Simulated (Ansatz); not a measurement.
# Ta2O5 (P2/m): band gap by G0W0 on LDA, part 2 of 2

Aim: the quasiparticle gap of Ta2O5 (P2/m), starting from LDA.

Ansatz 0.2.0; LDA, then G0W0 on it, plane waves, PAW. Known limits of the many-body steps: finite bands, screening cutoff and k mesh; no spin-orbit coupling in G0W0.

So far. Step 2 (Bands along the symmetry lines): Over mesh and path the gap is 2.123 eV, from k = (-0.500, 0.500, 0.500) to k = (0.000, 0.000, 0.500). The least direct gap found is 2.795 eV, at k = Γ.

In doubt: masses and optical values from hybrid runs of this build are listed as unsure (in some of the runs), which bears on the screening that GW takes from such a start.

### Step 3. G0W0 on the 4×4×4 mesh

G0W0 replaces the xc potential by a self-energy built once from the orbitals of the start. Levels are corrected in the window of bands that the input names, at points of the mesh.

This step: G0W0 on LDA, plane waves, PAW; PAW set soft_1.

File input.yaml:

```yaml
crystal:
  lattice:
    - [3.8414080139, 0.0, 0.0]
    - [0.0, 3.86271575, 0.0]
    - [-1.8189421445, 0.0, 6.5289594201]
  atoms:
    - { symbol: Ta, position: [0.64953073, 0.0, 0.79131453] }
    - { symbol: Ta, position: [0.35046927, 0.0, 0.20868547] }
    - { symbol: O, position: [0.6621243, 0.5, 0.79832929] }
    - { symbol: O, position: [0.3378757, 0.5, 0.20167071] }
    - { symbol: O, position: [0.18976057, 0.0, 0.87062125] }
    - { symbol: O, position: [0.81023943, 0.0, 0.12937875] }
    - { symbol: O, position: [0.5, 0.0, 0.5] }
kpoints:
  mp_grid: { grid: [4, 4, 4] }
hamiltonian:
  xc: lda
  pseudopotentials: { kind: paw, azcp: { folder: soft_1 }, xc_functional: pbe }
scf:
  occupations: { method: fixed }
gw:
  n_empty_bands: 767
  ecut_chi: 230.0
  qp_bands: [v2, c2]
  qp_kpoints: band_edges
  screening: { model: contour_deformation }
```

Launch:

```console
ansatz run input.yaml --threads 3 --pin off --max-ram 92160MiB --backend cuda --events-out ev --progress --plain --runs-dir out --devices 1 --max-vram 13GiB
```

Numbers of over 12 decimals in the logs are rounded to 6 here.

Log:

```text
GPUs: using 1 of 1 available (devices: 1).
[...]
GPU FFT provider: cuFFT
GPU libraries: cuBLAS 13.8.2, cuFFT 12.4.0, cuSOLVER 12.3.4
Crystal: 7 atoms, lattice volume = 96.878 Å³
Basis set: ecut = 420 eV, 1913 PW (Γ)
Bands: 35, of which v1, the nominal top of the filled ones, is band 28 counted from 1 (27 counted from 0)
Symmetry: 4 space group operations
[...]
k-points: 30 of 64
[...]
GPU buffer pool allocated for 34992 grid points (all kernels)
[...]
SCF iter   1: F=—  HF=-22151.326463 eV  |F-HF|=—  |Δ(HF+E_count)|=         —  Δρ=6.31e-2  dr2=3.44e0  ethr=3.10e-3  ⟨swp⟩=4.4  Hψ=3660  notcnv=0  defer=103
[...]
SCF iter  10: F=-22150.471125 eV  HF=-22150.471125 eV  |F-HF|=4.83e-8  |Δ(HF+E_count)|=   1.01e-8  Δρ=9.53e-6  dr2=7.10e-8  ethr=1.79e-10  ⟨swp⟩=9.3  Hψ=3113  notcnv=0
SCF 1 converged in 10 iterations: F = -22150.471125 eV  dr2 = 7.10e-8
[...]
NSCF: frozen V_eff on 30 k-points, pencils in batches of 32, up to order 140
the band table was solved once the SCF had ended and its energy, with any forces and stress, was formed, with the checks that follow a solve (4400 applications of the Hamiltonian). They found nothing against the state; the energy, forces and stress were not computed again (output.eigenvalues in the input reference)
[...]
NSCF: frozen V_eff on 30 k-points
G₀W₀ screening: q 1/30
[... further progress lines ...]
[...]
SCF converged after 10 iterations
Free energy (F): -22150.471125 eV
[...]
Internal energy: -22150.471125 eV  (E = F + TS)
E sigma→0 (E₀):  -22150.471125 eV
Fermi energy:    6.652159 eV
[...]
--- Band table (eV; the first three rows and the last of 30) ---
  k-point 0: bands = [... 24 lower, 5.7021, 5.8064, 6.0057, 6.0226, 8.8023, 9.1974, 9.3509, 10.8728, ... 3 higher]
  k-point 1: bands = [... 24 lower, 5.6989, 5.7031, 5.9253, 5.9610, 8.7811, 9.2203, 9.3363, 10.7961, ... 3 higher]
  k-point 2: bands = [... 24 lower, 5.7063, 5.7480, 5.8399, 5.8406, 8.7618, 9.2422, 9.3241, 10.7134, ... 3 higher]
  k-point 29: bands = [... 24 lower, 4.6392, 5.9285, 6.5270, 6.6522, 9.7227, 11.5959, 12.1439, 12.7549, ... 3 higher]
--- G₀W₀: contour deformation, 7 samples at zero and on the imaginary axis and 1 off it, 64 q-points, 767 empty bands' worth ---
  eigenvalues of the whole cell's RPA ε∞ on this k-mesh (on a slab, of 1 + 4πα/V) = 4.6223, 4.8929, 7.4600; static W/v taken at q = 0 is 0.164209
  gw.qp_kpoints: band_edges: 20 of 30 stored k-points solved, in 1 pass; an edge of the gap read off the rows below is read off those points alone
    valence top: of the k-points left out ik 26 came nearest to being solved in a further pass, in band 27 (counted from 1, as in the quasiparticle table): it holds the edge there only if its correction is more favourable than any solved in that band by at least 0.560 eV; those differ by 0.128 eV
    conduction bottom: of the k-points left out ik 26 came nearest to being solved in a further pass, in band 29 (counted from 1, as in the quasiparticle table): it holds the edge there only if its correction is more favourable than any solved in that band by at least 0.921 eV; those differ by 0.117 eV
    ik  band        ε_KS         Σx   Σc(E_QP)       V_xc       Z   E_QP_lin       E_QP  E_QP is
     0    27      6.0057   -27.6874     4.3379   -22.6905  0.7389     5.3391     5.3468  root
     0    28      6.0226   -25.4832     4.1865   -20.7391  0.7189     5.4588     5.4650  root
     0    29      8.8023   -13.1634    -4.7288   -18.8456  0.7913     9.7682     9.7557  root
     0    30      9.1974   -13.3824    -4.9328   -19.3020  0.7868    10.1987    10.1841  root
     1    27      5.9253   -27.6485     4.2968   -22.6899  0.7400     5.2558     5.2635  root
     1    28      5.9610   -25.3336     4.1973   -20.5746  0.7176     5.3930     5.3993  root
     1    29      8.7811   -13.1314    -4.7199   -18.8025  0.7917     9.7448     9.7324  root
     1    30      9.2203   -13.4141    -4.9460   -19.3494  0.7864    10.2244    10.2097  root
     2    27      5.8399   -27.6592     4.2801   -22.7093  0.7411     5.1622     5.1702  root
     2    28      5.8406   -24.9695     4.2058   -20.1965  0.7149     5.2666     5.2735  root
     2    29      8.7618   -13.1044    -4.7109   -18.7645  0.7920     9.7232     9.7109  root
     2    30      9.2422   -13.4396    -4.9617   -19.3936  0.7860    10.2495    10.2346  root
     6    27      4.9647   -25.2171     4.7827   -19.8034  0.7101     4.3237     4.3339  root
     6    28      6.3273   -25.9432     4.4620   -20.8980  0.7201     5.7375     5.7441  root
     6    29     10.8839   -14.1614    -5.2259   -20.3971  0.7616    11.9161    11.8938  root
     6    30     12.0555   -15.6259    -5.3474   -21.9955  0.7287    13.1043    13.0777  root
     7    27      5.0665   -24.8959     4.5918   -19.6900  0.7113     4.4429     4.4524  root
     7    28      6.3197   -25.9514     4.4318   -20.9397  0.7200     5.7334     5.7399  root
     7    29     10.7963   -13.8676    -5.3794   -20.2754  0.7633    11.8481    11.8247  root
     7    30     12.0375   -15.5874    -5.3273   -21.9358  0.7293    13.0850    13.0586  root
     8    27      5.2891   -24.8725     4.5498   -19.7038  0.7141     4.6612     4.6703  root
     8    28      6.3059   -25.9426     4.3874   -20.9799  0.7197     5.7242     5.7305  root
     8    29     10.7051   -13.5766    -5.5205   -20.1440  0.7652    11.7760    11.7519  root
     8    30     12.0069   -15.3934    -5.3022   -21.7129  0.7315    13.0503    13.0243  root
     9    27      5.7175   -24.7616     4.3179   -19.8507  0.7130     5.1167     5.1245  root
     9    28      5.9117   -25.2213     4.2711   -20.3746  0.7159     5.3292     5.3361  root
     9    29      9.1657   -13.4452    -4.8410   -19.2666  0.7878    10.1603    10.1461  root
     9    30      9.6681   -13.5310    -5.1172   -19.6916  0.7818    10.7293    10.7114  root
    10    27      5.7339   -24.8570     4.3498   -19.9132  0.7129     5.1322     5.1400  root
    10    28      5.8491   -25.1260     4.2785   -20.2661  0.7153     5.2606     5.2677  root
    10    29      8.8992   -13.2104    -4.7256   -18.8925  0.7910     9.8684     9.8557  root
    10    30      9.8209   -13.3944    -5.2810   -19.7334  0.7793    10.8981    10.8788  root
    11    27      5.7248   -24.8508     4.3295   -19.9275  0.7134     5.1234     5.1312  root
    11    28      5.8615   -25.1528     4.2930   -20.2799  0.7149     5.2745     5.2816  root
    11    29      8.9055   -13.2271    -4.7126   -18.8950  0.7910     9.8733     9.8607  root
    11    30      9.7909   -13.3370    -5.2738   -19.6668  0.7797    10.8659    10.8467  root
    12    27      5.7280   -27.5687     4.2598   -22.6321  0.7408     5.0430     5.0512  root
    12    28      5.9244   -25.2432     4.2783   -20.3906  0.7156     5.3432     5.3501  root
    12    29      9.1908   -13.5085    -4.8186   -19.3066  0.7876    10.1843    10.1703  root
    12    30      9.6483   -13.4838    -5.1102   -19.6349  0.7820    10.7068    10.6891  root
[...]
27    27      6.5350   -26.1961     4.4750   -21.1700  0.7214     5.9783     5.9840  root
    27    28      6.6245   -26.3273     4.4571   -21.3251  0.7216     6.0739     6.0794  root
    27    29      9.7816   -13.6467    -5.1453   -19.8455  0.7781    10.8539    10.8350  root
    27    30     11.5375   -15.0586    -5.6511   -21.8128  0.7421    12.6682    12.6406  root
    28    27      6.5492   -26.2422     4.4697   -21.2241  0.7213     5.9953     6.0009  root
    28    28      6.6278   -26.3106     4.4624   -21.3014  0.7216     6.0755     6.0810  root
    28    29      9.8688   -13.9768    -5.0757   -20.0939  0.7747    10.9289    10.9101  root
    28    30     11.4854   -14.9085    -5.6427   -21.6599  0.7454    12.6218    12.5942  root
    29    27      6.5270   -26.1608     4.4647   -21.1444  0.7216     5.9697     5.9754  root
    29    28      6.6522   -26.3623     4.4662   -21.3516  0.7215     6.1023     6.1077  root
    29    29      9.7227   -13.5659    -5.1435   -19.7619  0.7789    10.7940    10.7753  root
    29    30     11.5959   -15.1235    -5.6680   -21.8947  0.7409    12.7269    12.6992  root
```

The job ended after 2 min (1 × NVIDIA H100 80GB HBM3 (shared by 6 runs) with 3 threads of AMD EPYC 7R13 (Zen 3), shared host; peak memory 4.4 GiB; 3.9 min of CPU time).

This step gave:

* bands summed: 795
* RPA ε∞ on this mesh (eigenvalues): 4.622, 4.893, 7.460
* plane waves in the screening matrix: 773
* q-points in the mesh: 64
* G0W0 gap over the corrected points: 3.603 eV
* k of the valence top: -0.5, -0.5, -0.5
* k of the conduction bottom: 0, 0, -0.5
* starting gap on the mesh: 2.110 eV
* Z at the valence top: 0.7215
* Z at the conduction bottom: 0.7920
* least direct G0W0 gap over the corrected points: 4.291 eV

Over 20 of 30 irreducible mesh points the G0W0 gap is 3.603 eV, from k = (-0.500, -0.500, -0.500) to k = (0.000, 0.000, -0.500). The LDA gap of this run on the mesh is 2.110 eV. The two states that bound the G0W0 gap lie that far apart at the start, so the correction of the gap is 3.603 − 2.110 = +1.493 eV. The start of this run differs from the step before in mesh (6×6×4 and 4×4×4).

Labels follow the order of the start: v1 is the top filled band, c1 the lowest empty one; levels that stay degenerate share a row, the window can cut a multiplet, doubted levels are not marked in this list, bands outside the window were not corrected, and the list may be a part of the corrected levels. The levels before and after the correction (eV, zero at the valence-band top of each column):

```csv
,conduction bottom,valence top
Kohn-Sham,2.11,0.00
G0W0,3.60,0.00
```

```csv
,level,occupation,energy (eV)
Kohn-Sham,(0 0 -0.5) v2,2,-0.812
Kohn-Sham,(0 0 -0.5) v1,2,-0.812
Kohn-Sham,(0 0 -0.5) c1,0,2.110
Kohn-Sham,(0 0 -0.5) c2,0,2.590
Kohn-Sham,(-0.5 -0.5 -0.5) v2,2,-0.125
Kohn-Sham,(-0.5 -0.5 -0.5) v1,2,0.000
Kohn-Sham,(-0.5 -0.5 -0.5) c1,0,3.071
Kohn-Sham,(-0.5 -0.5 -0.5) c2,0,4.944
G0W0,(0 0 -0.5) v2,2,-0.938
G0W0,(0 0 -0.5) v1,2,-0.834
G0W0,(0 0 -0.5) c1,0,3.603
G0W0,(0 0 -0.5) c2,0,4.127
G0W0,(-0.5 -0.5 -0.5) v2,2,-0.132
G0W0,(-0.5 -0.5 -0.5) v1,2,0.000
G0W0,(-0.5 -0.5 -0.5) c1,0,4.668
G0W0,(-0.5 -0.5 -0.5) c2,0,6.592
```

The parts of the quasiparticle energy for the two states that bound the G0W0 gap, in eV on the run's own scale (QP = start + Σx + Σc − Vxc, with Σc at the quasiparticle energy):

```csv
edge,k,band,start,Σx,Σc,Vxc,Z,QP
valence top,"(-0.500, -0.500, -0.500)",28,6.652,−26.362,4.466,−21.352,0.722,6.108
conduction bottom,"(0.000, 0.000, -0.500)",29,8.762,−13.104,−4.711,−18.765,0.792,9.711
```

### Step 4. Spin-orbit coupling in LDA

This run has two-component orbitals with spin-orbit coupling.

This step: DFT, LDA with spin-orbit coupling, plane waves, PAW; PAW set soft_1.

input.yaml, as its differences from that of step 3:

```diff
@@ -14,13 +14,24 @@
 kpoints:
-  mp_grid: { grid: [4, 4, 4] }
+  mp_grid: { grid: [6, 6, 4] }
+  band_path:
+    path:
+      - [0.0, 0.0, 0.0]
+      - [0.0, 0.5, 0.0]
+      - [0.0, 0.5, 0.5]
+      - [0.0, 0.0, 0.5]
+      - [-0.5, 0.0, 0.5]
+      - [-0.5, 0.5, 0.5]
+      - [-0.5, 0.5, 0.0]
+      - [-0.5, 0.0, 0.0]
+    npoints: 1
 hamiltonian:
   xc: lda
-  pseudopotentials: { kind: paw, azcp: { folder: soft_1 }, xc_functional: pbe }
+  pseudopotentials: { kind: paw_fr, azcp: { folder: soft_1 }, xc_functional: pbe }
 scf:
   occupations: { method: fixed }
-gw:
-  n_empty_bands: 767
-  ecut_chi: 230.0
-  qp_bands: [v2, c2]
-  qp_kpoints: band_edges
-  screening: { model: contour_deformation }
+  n_extra_bands: 12
+magnetization:
+  noncollinear: true
+  spin_orbit: true
+output:
+  eigenvalues: true
```

Log:

```text
[...]
GPUs: using 1 of 1 available (devices: 1).
[...]
non-collinear run that drives no moment, with spin-orbit: no starting moment large enough to seed its density (crystal.atoms[].spin), no starting occupations that ask for one, no magnetisation constraint and no magnetic field, so the semilocal B_xc is pinned to zero
[...]
GPU FFT provider: cuFFT
GPU libraries: cuBLAS 13.8.2, cuFFT 12.4.0, cuSOLVER 12.3.4
Crystal: 7 atoms, lattice volume = 96.878 Å³
Basis set: ecut = 420 eV, 1913 PW (Γ)
Bands: 68, of which v1, the nominal top of the filled ones, is band 56 counted from 1 (55 counted from 0)
Symmetry: 4 space group operations + 4 with time reversal
[...]
k-points: 56 of 144
Projection manifold: j_resolved (fully-relativistic pseudo-atomic orbitals)
[...]
GPU buffer pool allocated for 34992 grid points (all kernels)
[...]
SCF iter   1: F=—  HF=-22194.653091 eV  |F-HF|=—  |Δ(HF+E_count)|=         —  Δρ=6.28e-2  dr2=3.45e0  dr2_m=0.00e0 (ungated)  ethr=3.10e-3  |M|=0.00e0 ∫|m|=0.00e0 μB  |m|>n=0.0e0 m-floor=0.0e0 τ_xc=0.0e0  β_m=0.30  ⟨swp⟩=4.9  Hψ=8254  notcnv=0  defer=392
[...]
spin=Noncollinear: Resta preconditioning applied to the charge; magnetization (m_x, m_y, m_z) channels mix plain (no charge-response kernel on spin).
SCF iter   2: F=—  HF=-22194.150526 eV  |F-HF|=—  |Δ(HF+E_count)|=   5.03e-1  Δρ=3.91e-2  dr2=1.22e0  dr2_m=0.00e0 (ungated)  ethr=3.10e-3  |M|=0.00e0 ∫|m|=0.00e0 μB  |m|>n=0.0e0 m-floor=0.0e0 τ_xc=0.0e0  β_m=0.47  ⟨swp⟩=2.8  Hψ=3226  notcnv=0  defer=396
[...]
SCF iter   9: F=-22193.819806 eV  HF=-22193.819806 eV  |F-HF|=9.38e-9  |Δ(HF+E_count)|=   2.68e-6  Δρ=8.45e-6  dr2=7.22e-8  dr2_m=0.00e0 (ungated)  ethr=1.79e-10  |M|=0.00e0 ∫|m|=0.00e0 μB  |m|>n=0.0e0 m-floor=0.0e0 τ_xc=0.0e0  ⟨swp⟩=10.5  Hψ=8196  notcnv=0
SCF 1 converged in 9 iterations: F = -22193.819806 eV  dr2 = 7.22e-8
[...]
SCF converged after 9 iterations
Magnetization: |M| = 0.0000 μB,  M = (+0.0000, +0.0000, +0.0000) μB
Absolute magnetization: 0.0000 μB (∫|m|)
  site 0: m = (+0.0000, +0.0000, +0.0000) μB, |m| = 0.0000 μB  (R = 0.78 Å)
  site 1: m = (+0.0000, +0.0000, +0.0000) μB, |m| = 0.0000 μB  (R = 0.78 Å)
  site 2: m = (+0.0000, +0.0000, +0.0000) μB, |m| = 0.0000 μB  (R = 0.80 Å)
  site 3: m = (+0.0000, +0.0000, +0.0000) μB, |m| = 0.0000 μB  (R = 0.80 Å)
  site 4: m = (+0.0000, +0.0000, +0.0000) μB, |m| = 0.0000 μB  (R = 0.82 Å)
  site 5: m = (+0.0000, +0.0000, +0.0000) μB, |m| = 0.0000 μB  (R = 0.82 Å)
  site 6: m = (+0.0000, +0.0000, +0.0000) μB, |m| = 0.0000 μB  (R = 0.78 Å)
Free energy (F): -22193.819806 eV
[...]
Internal energy: -22193.819806 eV  (E = F + TS)
E sigma→0 (E₀):  -22193.819806 eV
Fermi energy:    6.639726 eV
[...]
--- Band table (eV; the first three rows and the last of 56) ---
  k-point 0: bands = [... 52 lower, 5.9860, 5.9860, 6.0362, 6.0362, 8.7996, 8.7996, 9.1063, 9.1063, ... 8 higher]
  k-point 1: bands = [... 52 lower, 5.9262, 5.9262, 5.9548, 5.9548, 8.7638, 8.7638, 9.1660, 9.1660, ... 8 higher]
  k-point 2: bands = [... 52 lower, 5.8088, 5.8088, 5.8575, 5.8575, 8.7355, 8.7355, 9.2338, 9.2338, ... 8 higher]
  k-point 55: bands = [... 52 lower, 6.5137, 6.5137, 6.6397, 6.6397, 9.7197, 9.7197, 11.5728, 11.5728, ... 8 higher]
```

Run time: 10 s. Hardware: 1 × NVIDIA H100 80GB HBM3 (shared by 6 runs) with 3 threads; peak memory 0.94 GiB; 17 s of CPU time.

Numbers from this step:

```yaml
gap: 2.096 eV
valence_top_at: E
conduction_bottom_at: B
least_direct_gap: 2.763 eV
```

Over mesh and listed points the gap is 2.096 eV, from k = (-0.500, 0.500, 0.500) to k = (0.000, 0.000, 0.500). The least direct gap found is 2.763 eV, at k = Γ. LDA+SOC against LDA: 2.096 − 2.123 = −0.027 eV, with the same mesh, set of files (read in its fully relativistic form for the spin-orbit run) and cutoff, and both edges at the same k points. The spin-orbit run sees mesh and listed points alone, so its gap is an upper bound: the coupling can move an edge off these points, and the change over the zone, its sign included where it is small, is not known.

### Step 5. The runs together

Each gap is the least one over the points named; times are wall times on shared hosts, not benchmarks. A G0W0 time includes the run's own self-consistent start. Runs with listed points see these and the mesh alone, so an edge that moves elsewhere is missed. Rows marked * are further runs, not shown as steps, whose inputs differ from the G0W0 step on the same start in the columns given; solver thresholds can differ too. Symmetry makes (-0.500, 0.500, 0.500) and (-0.500, -0.500, -0.500) one point. Symmetry makes (0.000, 0.000, 0.500) and (0.000, 0.000, -0.500) one point.

```csv
level,mesh,"files, cutoff","bands summed, screening",points,gap (eV),valence top,conduction bottom,least direct gap (eV),time
LDA,6×6×4,"soft_1 PAW, 420 eV",-,mesh and path,2.123,"(-0.500, 0.500, 0.500)","(0.000, 0.000, 0.500)",2.795,9.2 s
LDA+SOC,6×6×4,"soft_1 PAW, 420 eV",-,mesh and listed points,2.096,"(-0.500, 0.500, 0.500)","(0.000, 0.000, 0.500)",2.763,10 s
G0W0@LDA*,4×4×4,"soft_1 PAW, 420 eV","154, 69 eV",20 of 30 irreducible mesh points,3.514,"(-0.500, -0.500, -0.500)","(0.000, 0.000, -0.500)",4.227,22 s
G0W0@LDA*,4×4×4,"soft_1 PAW, 420 eV","384, 138 eV",20 of 30 irreducible mesh points,3.527,"(-0.500, -0.500, -0.500)","(0.000, 0.000, -0.500)",4.230,57 s
G0W0@LDA,4×4×4,"soft_1 PAW, 420 eV","795, 230 eV",20 of 30 irreducible mesh points,3.603,"(-0.500, -0.500, -0.500)","(0.000, 0.000, -0.500)",4.291,2 min
G0W0@LDA*,4×4×2,"soft_1 PAW, 420 eV","384, 138 eV",12 of 18 irreducible mesh points,3.519,"(-0.500, -0.500, -0.500)","(0.000, 0.000, -0.500)",4.222,18 s
G0W0@LDA*,4×4×4,"soft_1 PAW, 420 eV","384, 138 eV, plasmon pole",20 of 30 irreducible mesh points,3.498,"(-0.500, -0.500, -0.500)","(0.000, 0.000, -0.500)",4.227,49 s
```

### Step 6. Results

```
LDA gap over mesh and path                         : 2.123 eV, from k = (-0.500, 0.500, 0.500) to k = (0.000, 0.000, 0.500)
G0W0@LDA gap over 20 of 30 irreducible mesh points : 3.603 eV, from k = (-0.500, -0.500, -0.500) to k = (0.000, 0.000, -0.500)
LDA+SOC gap over mesh and listed points            : 2.096 eV
GW settings                                        : 4×4×4 mesh, 767 empty bands, screening to 230 eV, PAW set soft_1 files
known limits                                       : finite bands, screening cutoff and k mesh; no spin-orbit coupling in G0W0
```

What this shows: Over 20 of 30 irreducible mesh points the G0W0 gap is 3.603 eV, from k = (-0.500, -0.500, -0.500) to k = (0.000, 0.000, -0.500). The LDA gap of this run on the mesh is 2.110 eV. The two states that bound the G0W0 gap lie that far apart at the start, so the correction of the gap is 3.603 − 2.110 = +1.493 eV. The valence state moves by 6.108 − 6.652 = −0.544 eV and the conduction state by 9.711 − 8.762 = +0.949 eV, on the run's own scale; with 154 bands the edge states move by −0.033 and +1.372 eV, so the split between the edges depends on the bands and cutoff. Both edges that LDA shows over mesh and path lie at k points where levels were corrected. Levels at other points were not corrected, so a lower G0W0 gap elsewhere in the zone is not ruled out. From 154 bands and 69 eV to 795 bands and 230 eV the gap moves by 3.603 − 3.514 = +0.089 eV (rung by rung 3.514, 3.527, 3.603 eV); bands and screening cutoff rise together, so their parts are not told apart. A line in one over the bands through the two highest rungs gives 3.603 + (3.603 − 3.527) × 384 / (795 − 384) = 3.674 eV, and through the pair below 3.527 + (3.527 − 3.514) × 154 / (384 − 154) = 3.536 eV. The two differ by 0.138 eV, not under the 0.030 eV asked, so the law does not hold well over these rungs and the limit is not known. With the 4×4×2 mesh in place of the 4×4×4 mesh and all else as in the G0W0@LDA row with 384 bands, the gap differs by 3.519 − 3.527 = −0.008 eV, and that of the start by 2.106 − 2.110 = −0.004 eV. With the plasmon pole model in place of the contour deformation model and all else as in the G0W0@LDA row with 384 bands, the gap differs by 3.498 − 3.527 = −0.029 eV. G0W0 on other starts in this series, not shown as steps and not all at these settings: 4.010 eV on HSE06 (4×4×4, soft_1 PAW, 384 bands, 138 eV) and 4.240 eV on PBE0 (4×4×4, soft_1 PAW, 384 bands, 138 eV). LDA+SOC against LDA: 2.096 − 2.123 = −0.027 eV, with the same mesh, set of files (read in its fully relativistic form for the spin-orbit run) and cutoff, and both edges at the same k points. The spin-orbit run sees mesh and listed points alone, so its gap is an upper bound: the coupling can move an edge off these points, and the change over the zone, its sign included where it is small, is not known. What spin-orbit coupling does to the G0W0 levels was not computed, so no sum with the G0W0 gap is formed. The G0W0 runs are scalar-relativistic. G0W0@LDA runs of this series with other atomic data on the same mesh, not shown as steps, give 3.506 eV (hard PAW, 930 eV, 398 bands, screening to 138 eV; the table's row with the same empty bands and screening cutoff has 3.527 eV); where bands and cutoffs differ too, the part of the files is not isolated.

[Paths, hosts, dates, memory and timing lines, banners, echoed tables and standing remarks are left out of the program output.]

[Logs are printed without paths, hosts, clocks, repeated set-up lines and the standing remarks that a program may print on its own settings, such as how far it seeks lower states.]

[Runs of the session that timed out or met a known fault of the program may be left out.]

[Cells called generated may have been cut or substituted from an entry of the Crystallography Open Database or the Materials Project.]

[Hosts, paths, dates, database ids (printed as entryN), source tags and the programs' standing remarks are cut or masked in the printed files.]

[Where an RPA ε∞ is given, it is that of the G0W0 mesh and is not shown converged in it. Names of k-points follow the symmetry that the program found, which can be lower than the space group named. Band edges on a path are those of the sampled points; other points can move an edge, and change direct to indirect where valleys lie close.]

[Hybrid gaps are those of their k-mesh and are not shown converged in it.]
